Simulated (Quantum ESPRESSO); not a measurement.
# LiCl (Fm-3m): from Born charge to LO-TO splitting

Wanted: the LO mode of LiCl (Fm-3m) from the TO mode and the field response.

Calculated with Quantum ESPRESSO 7.5; DFT LDA, scalar-relativistic, plane waves, PseudoDojo norm-conserving pseudopotentials.

The database entry behind the starting cell differs from later determinations by our own check (0.1 to 0.3 % short, probably kX units), so it need not match the best structure at ambient conditions.

### 1. The relaxed structure

Symmetry: Fm-3m, No. 225, cubic system. Conventional cell: a = 4.964 Å, b = 4.964 Å, c = 4.964 Å, α = 90.00°, β = 90.00°, γ = 90.00°. Li has 6 Cl at 2.48 Å nearest. Nearest to Cl lie 6 Li at 2.48 Å. Farther neighbours and most contacts between anions are not listed.

This is the cell after its relaxation at this level of theory, not the database cell from which that began.

### 2. What the response run gave

A linear-response run on the relaxed cell, with the response to an electric field; only its zone-centre results are used. Cutoff 81 Ry, k mesh 8×8×8.

What it wrote:

```text
[banners, grids, parts of the stress and lines that vanish by symmetry left out]
Program PHONON v.7.5
     Reading xml data from directory:

[...]
Exchange-correlation= PW
                           (   1   4   0   0   0   0   0)
[...]
kinetic-energy cut-off    =      81.0000  Ry
     charge density cut-off    =     324.0000  Ry
     convergence threshold     =      1.0E-18
[...]
Exchange-correlation= PW
                           (   1   4   0   0   0   0   0)
[...]
q = (   0.0000000   0.0000000   0.0000000 )
     49 Sym.Ops. (with q -> -q+G )
     G cutoff =  361.1506  (  20179 G-vectors)     FFT grid: ( 40, 40, 40)
     number of k points=    29
[...]
Mode symmetry, O_h (m-3m)  point group:
[...]
Dielectric constant
[...]
End of electric fields calculation
          Dielectric constant in cartesian axis
          (       3.189028110       0.000000000       0.000000000 )
          (       0.000000000       3.189028110      -0.000000000 )
          (       0.000000000       0.000000000       3.189028110 )
          Effective charges (d Force / dE) in cartesian axis without acoustic sum rule applied (asr)
           atom    1  Li    Mean Z*:        1.16591
      Ex  (        1.16591        0.00000        0.00000 )
      Ey  (        0.00000        1.16591       -0.00000 )
      Ez  (        0.00000       -0.00000        1.16591 )
           atom    2  Cl    Mean Z*:       -1.16681
      Ex  (       -1.16681        0.00000        0.00000 )
      Ey  (        0.00000       -1.16681       -0.00000 )
      Ez  (        0.00000       -0.00000       -1.16681 )
          Effective charges Sum: Mean:       -0.00090
[...]
Effective charges (d Force / dE) in cartesian axis with asr applied:
           atom    1  Li    Mean Z*:        1.16636
[...]
atom    2  Cl    Mean Z*:       -1.16636
[...]
Representation #   1 modes #   1   2   3
[...]
End of self-consistent calculation
     Convergence has been achieved
     Representation #   2 modes #   4   5   6
[...]
End of self-consistent calculation
     Convergence has been achieved
[...]
Dielectric constant in cartesian axis
          (       3.189028110       0.000000000       0.000000000 )
          (       0.000000000       3.189028110      -0.000000000 )
          (       0.000000000       0.000000000       3.189028110 )
          Effective charges (d Force / dE) in cartesian axis without acoustic sum rule applied (asr)
           atom    1  Li    Mean Z*:        1.16591
      Ex  (        1.16591        0.00000        0.00000 )
      Ey  (        0.00000        1.16591       -0.00000 )
      Ez  (        0.00000       -0.00000        1.16591 )
           atom    2  Cl    Mean Z*:       -1.16681
      Ex  (       -1.16681        0.00000        0.00000 )
      Ey  (        0.00000       -1.16681       -0.00000 )
      Ez  (        0.00000       -0.00000       -1.16681 )
          Effective charges Sum: Mean:       -0.00090
[...]
Effective charges (d Force / dE) in cartesian axis with asr applied:
           atom    1  Li    Mean Z*:        1.16636
[...]
atom    2  Cl    Mean Z*:       -1.16636
[...]
q = (    0.000000000   0.000000000   0.000000000 )
[...]
freq (    1) =      -0.034353 [THz] =      -1.145905 [cm-1]
     freq (    2) =      -0.034353 [THz] =      -1.145905 [cm-1]
     freq (    3) =      -0.034353 [THz] =      -1.145905 [cm-1]
     freq (    4) =       6.852937 [THz] =     228.589377 [cm-1]
     freq (    5) =       6.852937 [THz] =     228.589377 [cm-1]
     freq (    6) =       6.852937 [THz] =     228.589377 [cm-1]
[...]
Mode symmetry, O_h (m-3m)  point group:
     freq (   1-   3) =         -1.1  [cm-1]   --> T_1u G_15  G_4- I
     freq (   4-   6) =        228.6  [cm-1]   --> T_1u G_15  G_4- I

   JOB DONE.
```

```tsv
quantity	value
cell volume Ω (Å³)	30.587
mass of Li (u)	6.940
mass of Cl (u)	35.450
Born charge of Li, raw (e)	1.166
Born charge of Cl, raw (e)	-1.167
ε∞	3.189
ω(TO) after the sum rule (cm⁻¹)	228.6
```

### 3. The calculation

The charges must sum to zero over the cell; taking off their mean, 0.000 e, leaves Z* = 1.166 e on Li. In the polar mode Li moves against Cl, so the reduced mass is μ = 6.94 × 35.45 / 42.39 = 5.804 u.

A longitudinal wave builds up a field that adds to the restoring force: ω(LO)² = ω(TO)² + 4π Z*² / (μ Ω ε∞), in Hartree atomic units. With μ = 10580 electron masses and Ω = 206.41 bohr³ the second term is 2.4547e-06 Ha², or 118241 cm⁻² (1 Ha = 219474.6 cm⁻¹).

So ω(LO) = √(52258 + 118241) = 412.9 cm⁻¹, and by the Lyddane-Sachs-Teller relation ε₀ = ε∞ (ω(LO)/ω(TO))² = 10.40.

### 4. Check against the program

The analysis program adds the same non-analytic term to the full matrix, here for q along (1 0 0).

What it wrote:

```text
[banner, memory and clock lines left out]
Program DYNMAT v.7.5

     Reading Dynamical Matrix from file g.dyn
     ...Force constants read
     ...epsilon and Z* read

     Polarizability (A^3 units)
     multiply by 0.578143 for Clausius-Mossotti correction
         5.328249    0.000000    0.000000
         0.000000    5.328249    0.000000
         0.000000   -0.000000    5.328249

     IR activities are in (D/A)^2/amu units

# mode   [cm-1]    [THz]      IR
    1     -0.00   -0.0000    0.0000
    2     -0.00   -0.0000    0.0000
    3      0.00    0.0000    0.0000
    4    228.60    6.8531    5.4078
    5    228.60    6.8531    5.4078
    6    412.91   12.3789    5.4078
```

ε₀ comes from the program's run without a direction of q.

```tsv
quantity	by hand	program
ω(LO) (cm⁻¹)	412.9	412.9
ε₀	10.40	10.40
```

### 5. Outcome

* TO mode: 228.6 cm⁻¹
* LO mode: 412.9 cm⁻¹
* static dielectric constant: 10.40

What this shows: The LO mode of LiCl (Fm-3m) lies at 413 cm⁻¹, 184 cm⁻¹ above the TO mode; the formula meets the program within 0.1 cm⁻¹, as it must for a cubic crystal with one polar mode. ω(LO)² − ω(TO)² goes with Z*²/ε∞: an error of 5 % in ε∞ would move the LO mode by 6.9 cm⁻¹, and semilocal functionals tend to overestimate ε∞. These are harmonic values at zero temperature, at the volume of this functional, for the structure held cubic; stability elsewhere in the zone is no part of this calculation.

[Host names and launcher messages were left out of these logs when they were recorded.]

[Logs are printed without paths, hosts, clocks, repeated set-up lines and the standing remarks that a program may print on its own settings, such as how far it seeks lower states.]

[Hosts, paths, dates, database ids (printed as entryN), source tags and the programs' standing remarks are cut or masked in the printed files.]
